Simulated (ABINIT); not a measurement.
# Beyond one shot: MgO (Fm-3m)

Wanted: G0W0 and self-consistent gaps of MgO (Fm-3m), with the cost of the cycles.

Calculated with ABINIT 10.8.3; LDA and many-body steps on it, plane waves.

**Experimental background.**

- Gap 7.83 eV: direct gap at Gamma, low temperature; bulk crystal (literature value) (quoted in “The Band-Gap Studies of Short-Period CdO/MgO Superlattices”, 2021, pmc:8035356).

Report form: the programs' logs are mostly left out.

**1. The structure**

Symmetry: Fm-3m, No. 225, cubic system. Conventional cell: a = 4.194 Å, b = 4.194 Å, c = 4.194 Å, α = 90.00°, β = 90.00°, γ = 90.00°. Nearest to Mg lie 6 O at 2.10 Å. Nearest to O lie 6 Mg at 2.10 Å. Farther neighbours and most contacts between anions are not listed.

Coordinates:

```cif
data_structure
_symmetry_space_group_name_H-M 'P 1'
_symmetry_Int_Tables_number 1
_cell_length_a 2.9656
_cell_length_b 2.9656
_cell_length_c 2.9656
_cell_angle_alpha 60.000
_cell_angle_beta 60.000
_cell_angle_gamma 60.000
_cell_volume 18.44
loop_
_atom_site_label
_atom_site_type_symbol
_atom_site_fract_x
_atom_site_fract_y
_atom_site_fract_z
_atom_site_occupancy
Mg1 Mg 0.00000 0.00000 0.00000 1
O2 O 0.50000 0.50000 0.50000 1
```

The cell and positions are those that the Materials Project relaxed with its own functionals (PBE, PBE+U or r2SCAN), kept fixed.

**2. Empty states on the mesh, 6×6×6 mesh, 104 bands**

This step: ABINIT 10.8.3; DFT, LDA, plane waves, norm-conserving pseudopotentials.

The sums over transitions need many empty states on a uniform mesh; this step solves for them.

The input, run.abi:

```
acell 3*1.0 Angstrom
rprim 
  -0.000000000000 2.097001392700 2.097001392700
  2.097001392700 -0.000000000000 2.097001392700
  2.097001392700 2.097001392700 -0.000000000000
ntypat 2
znucl 12 8
natom 2
typat 1 2
xred 
  0.000000000000 0.000000000000 0.000000000000
  0.500000000000 0.500000000000 0.500000000000
pp_dirpath "pseudos"
pseudos "Mg.upf, O.upf"
ecut 38
ngkpt 6 6 6
nshiftk 1
shiftk 0 0 0
kptopt 1
chksymbreak 0
irdden 1
istwfk *1
nband 104
prtvol 0
optdriver 6
gwr_task "HDIAGO"
paral_kgb 0
occopt 1
indata_prefix "in"
outdata_prefix "out"
tmpdata_prefix "tmp"
```

Started as:

```bash
OMP_NUM_THREADS=1 mpirun -n 8 abinit run.abi > log
```

Wall time 6.7 s (8 MPI ranks of Arm Neoverse V1, shared host); peak memory 1.3 GiB.

This step gave:

```
gap                                                           : 4.817 eV
k of the valence top                                          : 0, 0, 0
k of the conduction bottom                                    : 0, 0, 0
least direct gap                                              : 4.817 eV
k points computed                                             : 16
lowest point of the top converged band, above the valence top : 150.5442 eV
```

On this mesh the gap is 4.817 eV.

The density comes from a self-consistent run that is not shown.

**3. Screening, 6×6×6 mesh, 96 bands, screening to 244.9 eV**

The RPA dielectric matrix is built and inverted for each q.

This step: RPA screening on LDA, plane waves, norm-conserving pseudopotentials.

run.abi, as its differences from that of step 2:

```diff
@@ -20,10 +20,11 @@
 chksymbreak 0
-irdden 1
 istwfk *1
-nband 104
-prtvol 0
-optdriver 6
-gwr_task "HDIAGO"
-paral_kgb 0
 occopt 1
+irdwfk 1
+optdriver 3
+nband 96
+ecuteps 9
+inclvkb 2
+awtr 1
+symchi 1
 indata_prefix "in"
```

The job ended after 37 s (8 MPI ranks; peak memory 1.2 GiB).

This step gave:

| Property | Result |
| --- | --- |
| ε∞ with local fields, on this mesh, along the program's q direction | 3.086 |
| the same without local fields | 3.309 |
| plasma frequency | 34.59 eV |
| plane waves in the screening matrix | 169 |

Local fields lower ε∞ by 7 %.

**4. G0W0**

The self-energy is evaluated for the states that the input lists, and the levels follow from it, in one-shot runs by the linearised quasiparticle equation.

This step: G0W0 on LDA, plane waves, norm-conserving pseudopotentials.

run.abi, as its differences from that of step 3:

```diff
@@ -23,8 +23,19 @@
 irdwfk 1
-optdriver 3
+optdriver 4
 nband 96
+gwcalctyp 0
+ecutsigx 38
+symsigma 1
+nkptgw 3
+kptgw 
+  0.0000000000 0.0000000000 0.0000000000
+  0.5000000000 0.0000000000 0.0000000000
+  0.5000000000 0.5000000000 0.0000000000
+bdgw 
+  6 12
+  7 10
+  7 10
 ecuteps 9
-inclvkb 2
-awtr 1
-symchi 1
+irdscr 1
+ppmodel 1
 indata_prefix "in"
```

Run time: 8.6 s. Hardware: 8 MPI ranks; peak memory 1.3 GiB; 68 s of CPU time.

This step gave:

| Item | Value |
| --- | --- |
| G0W0 gap on the points computed | 7.534 eV |
| starting gap on the mesh | 4.817 eV |
| k of the valence top | 0, 0, 0 |
| k of the conduction bottom | 0, 0, 0 |
| Z at the valence top | 0.806 |
| Z at the conduction bottom | 0.852 |
| least direct G0W0 gap on the computed points | 7.534 eV |

The gap on the mesh goes from 4.82 eV to 7.53 eV, a correction of +2.72 eV.

**5. evGW0, cycle 1**

This step: evGW0 on LDA, plane waves, norm-conserving pseudopotentials.

run.abi, as its differences from that of step 4:

```diff
@@ -25,14 +25,40 @@
 nband 96
-gwcalctyp 0
+gwcalctyp 10
 ecutsigx 38
 symsigma 1
-nkptgw 3
+nkptgw 16
 kptgw 
   0.0000000000 0.0000000000 0.0000000000
+  0.1666666667 0.0000000000 0.0000000000
+  0.3333333333 0.0000000000 0.0000000000
   0.5000000000 0.0000000000 0.0000000000
+  0.1666666667 0.1666666667 0.0000000000
+  0.3333333333 0.1666666667 0.0000000000
+  0.5000000000 0.1666666667 0.0000000000
+  -0.3333333333 0.1666666667 0.0000000000
+  -0.1666666667 0.1666666667 0.0000000000
+  0.3333333333 0.3333333333 0.0000000000
+  0.5000000000 0.3333333333 0.0000000000
+  -0.3333333333 0.3333333333 0.0000000000
   0.5000000000 0.5000000000 0.0000000000
+  0.5000000000 0.3333333333 0.1666666667
+  -0.3333333333 0.3333333333 0.1666666667
+  -0.3333333333 0.5000000000 0.1666666667
 bdgw 
-  6 12
-  7 10
-  7 10
+  1 15
+  1 15
+  1 15
+  1 15
+  1 15
+  1 15
+  1 15
+  1 15
+  1 15
+  1 15
+  1 15
+  1 15
+  1 15
+  1 15
+  1 15
+  1 15
 ecuteps 9
```

Run time: 6 min. Hardware: 8 MPI ranks; peak memory 2.1 GiB.

This step gave:

- quasiparticle gap on the mesh: 8.104 eV
- gap of the density functional on the mesh: 4.817 eV
- k of the valence top: 0, 0, 0
- k of the conduction bottom: 0, 0, 0
- Z at the valence top: 0.806
- Z at the conduction bottom: 0.852
- least direct quasiparticle gap on the computed points: 8.104 eV

Against G0W0 in ABINIT (6×6×6 mesh, 96 bands, screening to 244.9 eV, Godby-Needs plasmon pole), the gap moves by +0.570 eV. This first cycle still uses the starting levels; it takes the full correction, at all points of the mesh, and its linearised value is 7.534 eV.

**6. evGW0, cycle 2**

The corrected levels of the last cycle go back in.

run.abi, as its differences from that of step 5:

```diff
@@ -66,2 +66,3 @@
 ppmodel 1
+irdqps 1
 indata_prefix "in"
```

Elapsed: 6 min, on 8 MPI ranks; peak memory 2.1 GiB; 48 min of CPU time.

Numbers from this step:

```
quasiparticle gap on the mesh                         : 7.933 eV
gap of the density functional on the mesh             : 4.817 eV
k of the valence top                                  : 0, 0, 0
k of the conduction bottom                            : 0, 0, 0
least direct quasiparticle gap on the computed points : 7.933 eV
```

Against the cycle before, the gap moves by −0.171 eV.

**7. evGW0, cycle 3**

run.abi is that of step 6.

The job ended after 6 min (8 MPI ranks; peak memory 2.1 GiB; 48 min of CPU time).

Numbers from this step:

```
quasiparticle gap on the mesh                         : 7.941 eV
gap of the density functional on the mesh             : 4.817 eV
k of the valence top                                  : 0, 0, 0
k of the conduction bottom                            : 0, 0, 0
least direct quasiparticle gap on the computed points : 7.941 eV
```

Against the cycle before, the gap moves by +0.008 eV.

**8. Screening, 6×6×6 mesh, 96 bands, screening to 244.9 eV**

This step: RPA screening on LDA, plane waves, norm-conserving pseudopotentials.

The input, run.abi:

```
acell 3*1.0 Angstrom
rprim 
  -0.000000000000 2.097001392700 2.097001392700
  2.097001392700 -0.000000000000 2.097001392700
  2.097001392700 2.097001392700 -0.000000000000
ntypat 2
znucl 12 8
natom 2
typat 1 2
xred 
  0.000000000000 0.000000000000 0.000000000000
  0.500000000000 0.500000000000 0.500000000000
pp_dirpath "pseudos"
pseudos "Mg.upf, O.upf"
ecut 38
ngkpt 6 6 6
nshiftk 1
shiftk 0 0 0
kptopt 1
chksymbreak 0
istwfk *1
occopt 1
irdwfk 1
optdriver 3
nband 96
ecuteps 9
inclvkb 2
awtr 1
symchi 1
gwcalctyp 10
mbpt_sciss 3.556 eV
nqptdm 1
qptdm 
  0 0 0
indata_prefix "in"
outdata_prefix "out"
tmpdata_prefix "tmp"
```

The job ended after 3.1 s (8 MPI ranks; peak memory 0.55 GiB; 24 s of CPU time).

This step gave:

| Item | Value |
| --- | --- |
| ε∞ with local fields, on this mesh, along the program's q direction | 2.619 |
| the same without local fields | 2.77 |
| plasma frequency | 34.59 eV |
| plane waves in the screening matrix | 169 |

This screening uses the functional's bands under a rigid shift, the mean opening of the cycle before.

**9. Screening, 6×6×6 mesh, 96 bands, screening to 244.9 eV**

This step: RPA screening on LDA from quasiparticle energies, plane waves, norm-conserving pseudopotentials.

run.abi, as its differences from that of step 8:

```diff
@@ -29,7 +29,21 @@
 symchi 1
+irdqps 1
 gwcalctyp 10
-mbpt_sciss 3.556 eV
-nqptdm 1
+nqptdm 15
 qptdm 
-  0 0 0
+  0.1666666667 0.0000000000 0.0000000000
+  0.3333333333 0.0000000000 0.0000000000
+  0.5000000000 0.0000000000 0.0000000000
+  0.1666666667 0.1666666667 0.0000000000
+  0.3333333333 0.1666666667 0.0000000000
+  0.5000000000 0.1666666667 0.0000000000
+  -0.3333333333 0.1666666667 0.0000000000
+  -0.1666666667 0.1666666667 0.0000000000
+  0.3333333333 0.3333333333 0.0000000000
+  0.5000000000 0.3333333333 0.0000000000
+  -0.3333333333 0.3333333333 0.0000000000
+  0.5000000000 0.5000000000 0.0000000000
+  0.5000000000 0.3333333333 0.1666666667
+  -0.3333333333 0.3333333333 0.1666666667
+  -0.3333333333 0.5000000000 0.1666666667
 indata_prefix "in"
```

The input, mrgscr.stdin:

```
2
merged
q0_SCR
out_SCR
1
```

Started as:

```bash
OMP_NUM_THREADS=1 mpirun -n 8 abinit run.abi > log; mrgscr < mrgscr.stdin
```

Elapsed: 37 s, on 8 MPI ranks; peak memory 1.2 GiB; 4.9 min of CPU time.

Numbers from this step:

```
plasma frequency                    : 34.59 eV
plane waves in the screening matrix : 169
```

This screening reads the quasiparticle levels of the cycle before.

**10. evGW, cycle 1**

This step: evGW on LDA, plane waves, norm-conserving pseudopotentials.

run.abi, as its differences from that of step 9:

```diff
@@ -23,12 +23,10 @@
 irdwfk 1
-optdriver 3
+optdriver 4
 nband 96
-ecuteps 9
-inclvkb 2
-awtr 1
-symchi 1
-irdqps 1
 gwcalctyp 10
-nqptdm 15
-qptdm 
+ecutsigx 38
+symsigma 1
+nkptgw 16
+kptgw 
+  0.0000000000 0.0000000000 0.0000000000
   0.1666666667 0.0000000000 0.0000000000
@@ -48,2 +46,23 @@
   -0.3333333333 0.5000000000 0.1666666667
+bdgw 
+  1 15
+  1 15
+  1 15
+  1 15
+  1 15
+  1 15
+  1 15
+  1 15
+  1 15
+  1 15
+  1 15
+  1 15
+  1 15
+  1 15
+  1 15
+  1 15
+ecuteps 9
+irdscr 1
+ppmodel 1
+irdqps 1
 indata_prefix "in"
```

Started as:

```bash
OMP_NUM_THREADS=1 mpirun -n 8 abinit run.abi > log
```

Run time: 6 min. Hardware: 8 MPI ranks; peak memory 2.1 GiB; 48 min of CPU time.

This step gave:

```
quasiparticle gap on the mesh                         : 8.623 eV
gap of the density functional on the mesh             : 4.817 eV
k of the valence top                                  : 0, 0, 0
k of the conduction bottom                            : 0, 0, 0
least direct quasiparticle gap on the computed points : 8.623 eV
```

Against G0W0 in ABINIT (6×6×6 mesh, 96 bands, screening to 244.9 eV, Godby-Needs plasmon pole), the gap moves by +1.089 eV.

**11. Screening, 6×6×6 mesh, 96 bands, screening to 244.9 eV**

This step: RPA screening on LDA, plane waves, norm-conserving pseudopotentials.

The input, run.abi:

```
acell 3*1.0 Angstrom
rprim 
  -0.000000000000 2.097001392700 2.097001392700
  2.097001392700 -0.000000000000 2.097001392700
  2.097001392700 2.097001392700 -0.000000000000
ntypat 2
znucl 12 8
natom 2
typat 1 2
xred 
  0.000000000000 0.000000000000 0.000000000000
  0.500000000000 0.500000000000 0.500000000000
pp_dirpath "pseudos"
pseudos "Mg.upf, O.upf"
ecut 38
ngkpt 6 6 6
nshiftk 1
shiftk 0 0 0
kptopt 1
chksymbreak 0
istwfk *1
occopt 1
irdwfk 1
optdriver 3
nband 96
ecuteps 9
inclvkb 2
awtr 1
symchi 1
gwcalctyp 10
mbpt_sciss 4.311 eV
nqptdm 1
qptdm 
  0 0 0
indata_prefix "in"
outdata_prefix "out"
tmpdata_prefix "tmp"
```

The job ended after 3 s (8 MPI ranks; peak memory 0.59 GiB; 24 s of CPU time).

Numbers from this step:

| Property | Result |
| --- | --- |
| ε∞ with local fields, on this mesh, along the program's q direction | 2.548 |
| the same without local fields | 2.689 |
| plasma frequency | 34.59 eV |
| plane waves in the screening matrix | 169 |

This screening uses the functional's bands under a rigid shift, the mean opening of the cycle before.

**12. Screening, 6×6×6 mesh, 96 bands, screening to 244.9 eV**

This step: RPA screening on LDA from quasiparticle energies, plane waves, norm-conserving pseudopotentials.

run.abi, as its differences from that of step 11:

```diff
@@ -29,7 +29,21 @@
 symchi 1
+irdqps 1
 gwcalctyp 10
-mbpt_sciss 4.311 eV
-nqptdm 1
+nqptdm 15
 qptdm 
-  0 0 0
+  0.1666666667 0.0000000000 0.0000000000
+  0.3333333333 0.0000000000 0.0000000000
+  0.5000000000 0.0000000000 0.0000000000
+  0.1666666667 0.1666666667 0.0000000000
+  0.3333333333 0.1666666667 0.0000000000
+  0.5000000000 0.1666666667 0.0000000000
+  -0.3333333333 0.1666666667 0.0000000000
+  -0.1666666667 0.1666666667 0.0000000000
+  0.3333333333 0.3333333333 0.0000000000
+  0.5000000000 0.3333333333 0.0000000000
+  -0.3333333333 0.3333333333 0.0000000000
+  0.5000000000 0.5000000000 0.0000000000
+  0.5000000000 0.3333333333 0.1666666667
+  -0.3333333333 0.3333333333 0.1666666667
+  -0.3333333333 0.5000000000 0.1666666667
 indata_prefix "in"
```

mrgscr.stdin is that of step 9.

Started as:

```bash
OMP_NUM_THREADS=1 mpirun -n 8 abinit run.abi > log; mrgscr < mrgscr.stdin
```

Elapsed: 36 s, on 8 MPI ranks; peak memory 1.2 GiB.

Numbers from this step:

| Quantity | Value |
| --- | --- |
| plasma frequency | 34.59 eV |
| plane waves in the screening matrix | 169 |

This screening reads the quasiparticle levels of the cycle before.

**13. evGW, cycle 2**

This step: evGW on LDA, plane waves, norm-conserving pseudopotentials.

run.abi, as its differences from that of step 12:

```diff
@@ -23,12 +23,10 @@
 irdwfk 1
-optdriver 3
+optdriver 4
 nband 96
-ecuteps 9
-inclvkb 2
-awtr 1
-symchi 1
-irdqps 1
 gwcalctyp 10
-nqptdm 15
-qptdm 
+ecutsigx 38
+symsigma 1
+nkptgw 16
+kptgw 
+  0.0000000000 0.0000000000 0.0000000000
   0.1666666667 0.0000000000 0.0000000000
@@ -48,2 +46,23 @@
   -0.3333333333 0.5000000000 0.1666666667
+bdgw 
+  1 15
+  1 15
+  1 15
+  1 15
+  1 15
+  1 15
+  1 15
+  1 15
+  1 15
+  1 15
+  1 15
+  1 15
+  1 15
+  1 15
+  1 15
+  1 15
+ecuteps 9
+irdscr 1
+ppmodel 1
+irdqps 1
 indata_prefix "in"
```

Started as:

```bash
OMP_NUM_THREADS=1 mpirun -n 8 abinit run.abi > log
```

It took 6 min on 8 MPI ranks; peak memory 2.1 GiB; 48 min of CPU time.

This step gave:

| Quantity | Value |
| --- | --- |
| quasiparticle gap on the mesh | 8.717 eV |
| gap of the density functional on the mesh | 4.817 eV |
| k of the valence top | 0, 0, 0 |
| k of the conduction bottom | 0, 0, 0 |
| least direct quasiparticle gap on the computed points | 8.717 eV |

Against the cycle before, the gap moves by +0.094 eV.

**14. Screening, 6×6×6 mesh, 96 bands, screening to 244.9 eV**

This step: RPA screening on LDA, plane waves, norm-conserving pseudopotentials.

The input, run.abi:

```
acell 3*1.0 Angstrom
rprim 
  -0.000000000000 2.097001392700 2.097001392700
  2.097001392700 -0.000000000000 2.097001392700
  2.097001392700 2.097001392700 -0.000000000000
ntypat 2
znucl 12 8
natom 2
typat 1 2
xred 
  0.000000000000 0.000000000000 0.000000000000
  0.500000000000 0.500000000000 0.500000000000
pp_dirpath "pseudos"
pseudos "Mg.upf, O.upf"
ecut 38
ngkpt 6 6 6
nshiftk 1
shiftk 0 0 0
kptopt 1
chksymbreak 0
istwfk *1
occopt 1
irdwfk 1
optdriver 3
nband 96
ecuteps 9
inclvkb 2
awtr 1
symchi 1
gwcalctyp 10
mbpt_sciss 4.418 eV
nqptdm 1
qptdm 
  0 0 0
indata_prefix "in"
outdata_prefix "out"
tmpdata_prefix "tmp"
```

Wall time 3.1 s (8 MPI ranks); peak memory 0.56 GiB.

Numbers from this step:

| Item | Value |
| --- | --- |
| ε∞ with local fields, on this mesh, along the program's q direction | 2.539 |
| the same without local fields | 2.679 |
| plasma frequency | 34.59 eV |
| plane waves in the screening matrix | 169 |

This screening uses the functional's bands under a rigid shift, the mean opening of the cycle before.

**15. Screening, 6×6×6 mesh, 96 bands, screening to 244.9 eV**

This step: RPA screening on LDA from quasiparticle energies, plane waves, norm-conserving pseudopotentials.

run.abi, as its differences from that of step 14:

```diff
@@ -29,7 +29,21 @@
 symchi 1
+irdqps 1
 gwcalctyp 10
-mbpt_sciss 4.418 eV
-nqptdm 1
+nqptdm 15
 qptdm 
-  0 0 0
+  0.1666666667 0.0000000000 0.0000000000
+  0.3333333333 0.0000000000 0.0000000000
+  0.5000000000 0.0000000000 0.0000000000
+  0.1666666667 0.1666666667 0.0000000000
+  0.3333333333 0.1666666667 0.0000000000
+  0.5000000000 0.1666666667 0.0000000000
+  -0.3333333333 0.1666666667 0.0000000000
+  -0.1666666667 0.1666666667 0.0000000000
+  0.3333333333 0.3333333333 0.0000000000
+  0.5000000000 0.3333333333 0.0000000000
+  -0.3333333333 0.3333333333 0.0000000000
+  0.5000000000 0.5000000000 0.0000000000
+  0.5000000000 0.3333333333 0.1666666667
+  -0.3333333333 0.3333333333 0.1666666667
+  -0.3333333333 0.5000000000 0.1666666667
 indata_prefix "in"
```

mrgscr.stdin is that of step 12.

Started as:

```bash
OMP_NUM_THREADS=1 mpirun -n 8 abinit run.abi > log; mrgscr < mrgscr.stdin
```

The job ended after 36 s (8 MPI ranks; peak memory 1.2 GiB; 4.8 min of CPU time).

Numbers from this step:

- plasma frequency: 34.59 eV
- plane waves in the screening matrix: 169

This screening reads the quasiparticle levels of the cycle before.

(Continued in part 2 of 2.)

[Paths, hosts, dates, memory and timing lines, banners, echoed tables and standing remarks are left out of the program output.]

[Logs are printed without paths, hosts, clocks, repeated set-up lines and the standing remarks that a program may print on its own settings, such as how far it seeks lower states.]

[Runs of the session that timed out or met a known fault of the program may be left out.]

[Hosts, paths, dates, database ids (printed as entryN), source tags and the programs' standing remarks are cut or masked in the printed files.]

[G0W0 gaps are taken among the corrected bands and points alone; a level outside them can change the order at an edge.]

[Where Ansatz stands beside ABINIT at settings called matched, ABINIT's density can come from a denser mesh and the files from another edition; pairs whose starting gaps differed by over 0.03 eV were left out, so agreement reads better than it is.]
